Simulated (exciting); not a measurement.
# Electron–core-hole interaction in the Se K spectrum of CdSe (Cadmoselite), part 2 of 3

Wanted: the near-edge spectrum and the bound core excitons at the Se K edge of CdSe (Cadmoselite).

exciting sodium; X-ray absorption, core-level Bethe-Salpeter equation, exchange and statically screened direct term, Tamm-Dancoff, all-electron LAPW+lo PBE.

So far. Step 3 (A richer basis for the empty states): Against the first ground state the total energy moves by -6 meV an atom and the gap by 0.00 eV.

The database entry behind the starting cell differs from later determinations by our own check (inner coordinate of an old entry), so it need not match the best structure at ambient conditions.

## (4) Screening, kernels and BSE for Se atom 3

The absorber has 3 Cd at 2.61 Å and 1 Cd at 2.70 Å (distorted tetrahedral, site symmetry 3m).

The input, input.xml:

```
<input>
  <title>CdSe</title>
  <structure speciespath="." autormt="false" epslat="1.0e-5">
    <crystal>
      <basevect>8.1258223344 0.0000000000 0.0000000000</basevect>
      <basevect>-4.0629111672 7.0371685683 0.0000000000</basevect>
      <basevect>0.0000000000 0.0000000000 13.2658773924</basevect>
    </crystal>
    <species speciesfile="Cd.xml" rmt="2.300">
      <atom coord="0.6666666667 0.3333333333 0.5000000000"/>
      <atom coord="0.3333333333 0.6666666667 0.0000000000"/>
    </species>
    <species speciesfile="Se.xml" rmt="2.300">
      <atom coord="0.6666666667 0.3333333333 0.8850000000"/>
      <atom coord="0.3333333333 0.6666666667 0.3850000000"/>
    </species>
  </structure>
  <groundstate do="skip" xctype="GGA_PBE" ngridk="4 4 2" rgkmax="7" gmaxvr="14" nempty="8" swidth="0.001" maxscl="100" epsengy="1e-5"/>
  <xs xstype="BSE" ngridk="4 4 2" ngridq="4 4 2" vkloff="0.097 0.273 0.493" rgkmax="7" nempty="42" gqmax="3" lmaxapwwf="5" lmaxemat="2" broad="0.04300" tevout="true">
    <energywindow intv="458.748 460.365" points="439"/>
    <screening screentype="full" nempty="70"/>
    <BSE xas="true" xasspecies="2" xasatom="1" xasedge="K" bsetype="singlet" nstlxas="1 38"/>
    <qpointset>
      <qpoint>0 0 0</qpoint>
    </qpointset>
    <plan>
      <doonly task="xsgeneigvec"/>
      <doonly task="writepmatxs"/>
      <doonly task="scrgeneigvec"/>
      <doonly task="scrwritepmat"/>
      <doonly task="screen"/>
      <doonly task="scrcoulint"/>
      <doonly task="exccoulint"/>
    </plan>
  </xs>
</input>
```

The input, input.xml for the last start (plan only):

```
  <plan>
    <doonly task="bse"/>
  </plan>
```

Started as:

```
$ OMP_NUM_THREADS=1 mpirun -n 4 exciting
$ OMP_NUM_THREADS=4 exciting
```

Numbers of over 12 decimals in the logs are rounded to 6 here.

What it wrote:

```text
| EXCITING SODIUM started for task xsgeneigvec ( 301)                          =
One-shot GS runs for BSE calculations
One-shot GS runs for k+qmt/2 grids
Info(xsgeneigvec): Generating eigenvectors for Q-point      1
Info(xsgeneigvec): Generation of eigenvectors finished
| EXCITING SODIUM started for task writepmatxs ( 320)                          =
Info(writepmatxs): Momentum matrix elements finished
| EXCITING SODIUM started for task scrgeneigvec ( 401)                         =
One-shot GS runs for BSE calculations
One-shot GS runs for k+qmt/2 grids
Info(xsgeneigvec): Generating eigenvectors for Q-point      1
Using screening GS parameters.
Info(xsgeneigvec): Generation of eigenvectors finished
| EXCITING SODIUM started for task scrwritepmat ( 420)                         =
Info(writepmatxs): Momentum matrix elements finished
Info(scrwritepmat): Momentum matrix elements for screening finished
| EXCITING SODIUM started for task screen ( 430)                               =
Info(screenlauncher): Calculating screening for unshifted q-grid.
Info(screenlauncher): Number of q points:       8
Info(screenlauncher): lowest (partially)  unoccupied state:     35
Info(screenlauncher): highest (partially) occupied state  :     34
Info(screenlauncher): number of occupied states considered:   34
Info(screenlauncher): number of unoccupied states considered:   71
Info(screenlauncher): Starting loop over q-points
Info(screenlauncher): Screening for unshifted q-grid finished
Info(screenlauncher): Screening finished
| EXCITING SODIUM started for task scrcoulint ( 440)                           =
Info(scrcoulintlauncher): Setting up screened Coulomb interaction matrix W.
Info(scrcoulintlauncher): Using momentum transfer vectors from list :   1 to  1
Info(scrcoulintlauncher): Calculating screened Coulomb interaction matrix W
Info(scrcoulintlauncher): Momentum transfer list index: iqmt=  1
Info(scrcoulintlauncher): Momentum transfer: vqmtl=   0.000   0.000   0.000
Info(scrcoulintlauncher): Calculating RR block of W
Info(scrcoulint): Inspecting occupations...
Info(setranges_modxs): Number of non-reduced k-points:       32
Info(setranges_modxs): Number of states considered:       77
Info(setranges_modxs): Number of (partially) occupied states:       18
Info(setranges_modxs): Highest (partially) occupied states:       34
Info(setranges_modxs): Number of (partially) unoccupied states:       43
Info(setranges_modxs): Lowest (partially) unoccupied states:       35
Info(scrcoulint): Selecting transitions...
Info(select_transitions): Inspecting transitions in the  band interval:
  lowest occupied state:   1
  highest occupied state:   2
  lowest unoccupied state:  35
  highest unoccupied state:  72
  Opening gap with a scissor of:      0.000/H      0.000/eV
Info(select_transitions): Number of participating transitions:    2432
Info(scrcoulint): Size of file SCCLI will be about     0.045444 GB
Info(scrcoulint): Using q-grid
Info(scrcoulint): Number of reduced q-points:      8
Info(scrcoulint): Number of non-reduced q-points:     32
Info(scrcoulint): Calculating W(G1,G2,qr) fourier coefficients
Info(scrcoulint): Calculating W matrix elements
Info(scrcoulintlauncher): Screened coulomb interaction finished for iqmt=   1
| EXCITING SODIUM started for task exccoulint ( 441)                           =
Info(exccoulintlauncher): Setting up exchange interaction matrix V.
Info(exccoulintlauncher): Using momentum transfer vectors from list :   1 to  1
Info(exccoulintlauncher):Calculating exchange interaction matrix V
Info(exccoulintlauncher): Momentum transfer list index: iqmt=  1
Info(exccoulintlauncher): Momentum transfer: vqmtl=   0.000   0.000   0.000
Info(exccoulintlauncher): Calculating RR block of V
Info(exccoulint): Inspecting occupations...
Info(setranges_modxs): Number of non-reduced k-points:       32
Info(setranges_modxs): Number of states considered:       77
Info(setranges_modxs): Number of (partially) occupied states:       18
Info(setranges_modxs): Highest (partially) occupied states:       34
Info(setranges_modxs): Number of (partially) unoccupied states:       43
Info(setranges_modxs): Lowest (partially) unoccupied states:       35
Info(exccoulint): Selecting transitions...
Info(select_transitions): Inspecting transitions in the  band interval:
  lowest occupied state:   1
  highest occupied state:   2
  lowest unoccupied state:  35
  highest unoccupied state:  72
  Opening gap with a scissor of:      0.000/H      0.000/eV
Info(select_transitions): Number of participating transitions:    2432
Info(exccoulint): Size of file EXCLI will be about     0.045444 GB
Info(exccoulint): Generating plane wave matrix elements for momentum transfer iqmt=   1
  Timing (in seconds)	   :     815.584
Info(exccoulint): Generating V matrix elements
Info(exccoulint): Zeroing Coulomb potential at G+qmt index:  1
Info(exccoulintlauncher): Exchange interaction finished for iqmt=   1
| EXCITING SODIUM started for task bse ( 445)                                  =
Info(bselauncher): Init time:    0.875834
Info(bselauncher): Setting up and diagonalizing BSE Hamiltonian.
Info(bselauncher): Using momentum transfer vectors from list :   1 to  1
Info(bselauncher): Distributing qmt-points over   1 processes.
Info(bselauncher): BSE type: singlet
Info(bselauncher): Momentum transfer list index: iqmt=  1
Info(bselauncher): Momentum transfer: vqmtl=   0.000   0.000   0.000
Info(bse): Inspecting occupations...
Info(setranges_modxs): Number of non-reduced k-points:       32
Info(setranges_modxs): Number of states considered:       77
Info(setranges_modxs): Number of (partially) occupied states:       18
Info(setranges_modxs): Highest (partially) occupied states:       34
Info(setranges_modxs): Number of (partially) unoccupied states:       43
Info(setranges_modxs): Lowest (partially) unoccupied states:       35
Info(select_transitions): Inspecting transitions in the  band interval:
  lowest occupied state:   1
  highest occupied state:   2
  lowest unoccupied state:  35
  highest unoccupied state:  72
  Opening gap with a scissor of:      0.000/H      0.000/eV
Info(select_transitions): Number of participating transitions:    2432
Info(bse): Selecting transitions...
Info(bse):bsegap (eV): 12496.481542
Info(bse): Assembling BSE matrix
  RR/RA blocks of global BSE-Hamiltonian:
  Size of the Hamiltonian:    2432
  Number of k-points:      32
  Distributing matrix to   1 processes
  Local matrix shape   2432 x  2432
Info(bse): max local RAM needed for BSE matrices ~     0.088135 GB
Info(setup_bse_block): Setting up RR part of hamiltonian
Info(setup_bse_block): Singlet spin state
Info(bse): Diagonalizing RR Hamiltonian (TDA)
Info(bse): Invoking Lapack routine ZHEEVR
      2432 eigen solutions found in the interval:
         i1=       1 i2=    2432
Info(bse): Writing excition energies and oscillator strengths to text file.
Info(makespectrum_dist): Making spectrum using formula for coupling with time reversed AR basis.
Info(makespectrum_dist): Using formalism for vanishing momentum transfer.
Info(writederived): Writing quantities derived from the macroscopic dielectric function.
Info(bselauncher): Spectrum finished for iqmt=  1
Info(bselauncher): All done for BSE type singlet
```

Run time: 20 min. Hardware: 4 MPI ranks of Intel Xeon at 2.70GHz, shared host.

Wall time by task: xsgeneigvec 7.9 s, writepmatxs 11 s, scrgeneigvec 6.5 s, scrwritepmat 5.9 s, screen 2 min, scrcoulint 3.1 min, exccoulint 14 min, bse 14 s.

The Se K spectrum of Se atom 3 (energy from the Kohn–Sham onset, core level to the lowest empty state found on the meshes used, 12495.17 eV; the ground-state mesh sets it, and the shifted mesh has its lowest transition 1.31 eV above it; Im ε scaled to the maximum of the singlet run; cut below the end of the band set):

```csv
E (eV),isotropic,ε ⊥ c,ε ∥ c
-8.5,0.03,0.03,0.03
-8.0,0.03,0.03,0.03
-7.5,0.03,0.03,0.03
-7.0,0.03,0.03,0.03
-6.5,0.04,0.04,0.04
-6.0,0.04,0.04,0.04
-5.5,0.04,0.04,0.04
-5.0,0.05,0.05,0.05
-4.5,0.06,0.06,0.06
-4.0,0.06,0.06,0.06
-3.5,0.07,0.07,0.07
-3.0,0.09,0.09,0.09
-2.5,0.10,0.10,0.10
-2.0,0.13,0.12,0.13
-1.5,0.16,0.15,0.16
-1.0,0.20,0.20,0.20
-0.5,0.27,0.26,0.28
0.0,0.37,0.36,0.38
0.5,0.53,0.52,0.54
1.0,0.73,0.73,0.73
1.5,0.91,0.92,0.88
2.0,0.98,1.00,0.96
2.5,0.98,0.99,0.98
3.0,0.98,0.98,1.00
3.5,1.00,0.99,1.02
4.0,0.99,0.98,1.00
4.5,0.92,0.93,0.92
5.0,0.87,0.88,0.85
5.5,0.85,0.86,0.83
6.0,0.81,0.82,0.79
6.5,0.74,0.76,0.70
7.0,0.66,0.69,0.60
7.5,0.59,0.62,0.52
8.0,0.54,0.57,0.48
8.5,0.50,0.51,0.47
9.0,0.45,0.45,0.46
9.5,0.43,0.41,0.46
10.0,0.41,0.39,0.46
10.5,0.41,0.39,0.45
11.0,0.41,0.40,0.44
11.5,0.43,0.43,0.43
12.0,0.46,0.47,0.43
12.5,0.48,0.50,0.43
13.0,0.49,0.52,0.43
13.5,0.49,0.52,0.44
14.0,0.48,0.51,0.44
14.5,0.48,0.50,0.45
15.0,0.47,0.48,0.45
15.5,0.46,0.46,0.45
16.0,0.44,0.43,0.46
16.5,0.43,0.41,0.46
17.0,0.41,0.39,0.45
17.5,0.39,0.37,0.43
18.0,0.38,0.37,0.41
18.5,0.37,0.36,0.39
19.0,0.36,0.36,0.36
19.5,0.34,0.35,0.33
20.0,0.34,0.35,0.31
20.5,0.34,0.35,0.31
```

Maxima (height): 3.6 eV (1.00) and 13.3 eV (0.49).

The Hamiltonian has 2432 rows. The lowest groups of eigenvalues and the brightest ones, on the scale above (the program counts from the shifted mesh's onset, 1.31 eV higher). Core spinors bring spin-forbidden partners, so dark means forbidden by spin or by symmetry, and the shifted mesh splits states that symmetry would keep together:

```csv
energy (eV),states within 10 meV,relative strength
0.716,2,0.13
0.950,2,0.56
1.207,2,0.38
1.397,2,0.73
1.444,2,0.78
1.522,2,0.90
1.594,2,0.67
3.858,2,0.84
3.902,2,1.00
3.929,2,0.86
```

## (5) Independent particles

input.xml: that of step 4 with these lines changed.

```diff
@@ -21,3 +21,3 @@
     <screening screentype="full" nempty="70"/>
-    <BSE xas="true" xasspecies="2" xasatom="1" xasedge="K" bsetype="singlet" nstlxas="1 38"/>
+    <BSE xas="true" xasspecies="2" xasatom="1" xasedge="K" bsetype="IP" nstlxas="1 38"/>
     <qpointset>
@@ -26,9 +26,3 @@
     <plan>
-      <doonly task="xsgeneigvec"/>
-      <doonly task="writepmatxs"/>
-      <doonly task="scrgeneigvec"/>
-      <doonly task="scrwritepmat"/>
-      <doonly task="screen"/>
-      <doonly task="scrcoulint"/>
-      <doonly task="exccoulint"/>
+      <doonly task="bse"/>
     </plan>
```

Started as:

```
$ OMP_NUM_THREADS=4 exciting
```

What it wrote:

```text
| EXCITING SODIUM started for task bse ( 445)                                  =
Info(bselauncher): Init time:    1.215152
Info(bselauncher): Setting up and diagonalizing BSE Hamiltonian.
Info(bselauncher): Using momentum transfer vectors from list :   1 to  1
Info(bselauncher): Distributing qmt-points over   1 processes.
Info(bselauncher): BSE type: IP
Info(bselauncher): Momentum transfer list index: iqmt=  1
Info(bselauncher): Momentum transfer: vqmtl=   0.000   0.000   0.000
Info(bse): Inspecting occupations...
Info(setranges_modxs): Number of non-reduced k-points:       32
[...]
highest unoccupied state:  72
  Opening gap with a scissor of:      0.000/H      0.000/eV
Info(select_transitions): Number of participating transitions:    2432
Info(bse): Selecting transitions...
Info(bse):bsegap (eV): 12496.481542
Info(bse): IP requested, nothing much to do
Info(bse): Writing excition energies and oscillator strengths to text file.
Info(makespectrum_dist): Making spectrum using formula for coupling with time reversed AR basis.
Info(makespectrum_dist): Using formalism for vanishing momentum transfer.
Info(writederived): Writing quantities derived from the macroscopic dielectric function.
Info(bselauncher): Spectrum finished for iqmt=  1
Info(bselauncher): All done for BSE type IP
```

Wall time 3 s (4 threads).

Maxima (height): 6.7 eV (0.84) and 15.8 eV (0.56). Against the singlet run the r.m.s. difference is 37 %. Moving the earlier curve by +2.2 eV leaves 18 %. The highest maximum lies at 6.7 eV (0.84), against 3.6 eV (1.00).

## (6) Exchange alone

input.xml: that of step 5 with these lines changed.

```diff
@@ -21,3 +21,3 @@
     <screening screentype="full" nempty="70"/>
-    <BSE xas="true" xasspecies="2" xasatom="1" xasedge="K" bsetype="IP" nstlxas="1 38"/>
+    <BSE xas="true" xasspecies="2" xasatom="1" xasedge="K" bsetype="RPA" nstlxas="1 38"/>
     <qpointset>
```

Started as:

```
$ OMP_NUM_THREADS=4 exciting
```

What it wrote:

```text
| EXCITING SODIUM started for task bse ( 445)                                  =
Info(bselauncher): Init time:    1.166108
Info(bselauncher): Setting up and diagonalizing BSE Hamiltonian.
Info(bselauncher): Using momentum transfer vectors from list :   1 to  1
Info(bselauncher): Distributing qmt-points over   1 processes.
Info(bselauncher): BSE type: RPA
Info(bselauncher): Momentum transfer list index: iqmt=  1
Info(bselauncher): Momentum transfer: vqmtl=   0.000   0.000   0.000
Info(bse): Inspecting occupations...
Info(setranges_modxs): Number of non-reduced k-points:       32
[...]
Info(setup_bse_block): Setting up RR part of hamiltonian
Info(setup_bse_block): Using RPA approximation
Info(bse): Diagonalizing RR Hamiltonian (TDA)
Info(bse): Invoking Lapack routine ZHEEVR
      2432 eigen solutions found in the interval:
         i1=       1 i2=    2432
Info(bse): Writing excition energies and oscillator strengths to text file.
Info(makespectrum_dist): Making spectrum using formula for coupling with time reversed AR basis.
Info(makespectrum_dist): Using formalism for vanishing momentum transfer.
Info(writederived): Writing quantities derived from the macroscopic dielectric function.
Info(bselauncher): Spectrum finished for iqmt=  1
Info(bselauncher): All done for BSE type RPA
```

Run time: 20 s. Hardware: 4 threads.

Maxima (height): 6.7 eV (0.84) and 15.8 eV (0.56). The spectrum is that of the independent-particle run within 1 %.

## (7) Ground state with other settings

In this try the input is made faulty on purpose, to show what that does.

The input, input.xml:

```
<input>
  <title>CdSe</title>
  <structure speciespath="." autormt="false" epslat="1.0e-5">
    <crystal>
      <basevect>8.1258223344 0.0000000000 0.0000000000</basevect>
      <basevect>-4.0629111672 7.0371685683 0.0000000000</basevect>
      <basevect>0.0000000000 0.0000000000 13.2658773924</basevect>
    </crystal>
    <species speciesfile="Cd.xml" rmt="2.300">
      <atom coord="0.6666666667 0.3333333333 0.5000000000"/>
      <atom coord="0.3333333333 0.6666666667 0.0000000000"/>
    </species>
    <species speciesfile="Se.xml" rmt="2.300">
      <atom coord="0.6666666667 0.3333333333 0.8850000000"/>
      <atom coord="0.3333333333 0.6666666667 0.3850000000"/>
    </species>
  </structure>
  <groundstate do="fromscratch" xctype="GGA_PBE" ngridk="4 4 2" rgkmax="4.5" gmaxvr="14" nempty="8" swidth="0.001" maxscl="100" epsengy="1e-5"/>
</input>
```

The input, SPECIES.xml, added lines:

```
<lo l="L">  <!-- L = 0, 1, 2 -->
  <wf matchingOrder="0" trialEnergy="0.1500" searchE="false"/>
  <wf matchingOrder="1" trialEnergy="0.1500" searchE="false"/>
  <wf matchingOrder="0" trialEnergy="0.9000" searchE="false"/>
</lo>
```

Started as:

```
$ OMP_NUM_THREADS=1 mpirun -n 4 exciting
```

What it wrote:

```text
EXCITING SODIUM started
********************************************************************************
* Ground-state run starting from atomic densities                              *
********************************************************************************
+ Starting initialization                                                      +
[... lattice and species ...]
 Spin treatment                             :    spin-unpolarised
 Number of Bravais lattice symmetries       :      24
[...]
valence-band maximum at    1      0.0000  0.0000  0.0000
     conduction-band minimum at    1      0.0000  0.0000  0.0000
+ Self-consistent loop stopped                                                 +
 STATE.OUT is written
********************************************************************************
* Groundstate module stopped                                                   *
********************************************************************************
 Total time spent (seconds)                 :        48.56
| EXCITING SODIUM stopped                                                      =
[key lines of the parts left out:]
Total energy                               :    -16051.62167379
Fermi energy                               :         0.09332521
```

The job ended after 50 s (4 MPI ranks).

Against the second ground state the total energy moves by 6549 meV an atom and the gap by -0.21 eV.

(Continued in part 3 of 3.)

[Banner, clock and machine lines of the logs are left out without a mark of their own.]

[Logs are printed without paths, hosts, clocks, repeated set-up lines and the standing remarks that a program may print on its own settings, such as how far it seeks lower states.]

[Hosts, paths, dates, database ids (printed as entryN), source tags and the programs' standing remarks are cut or masked in the printed files.]
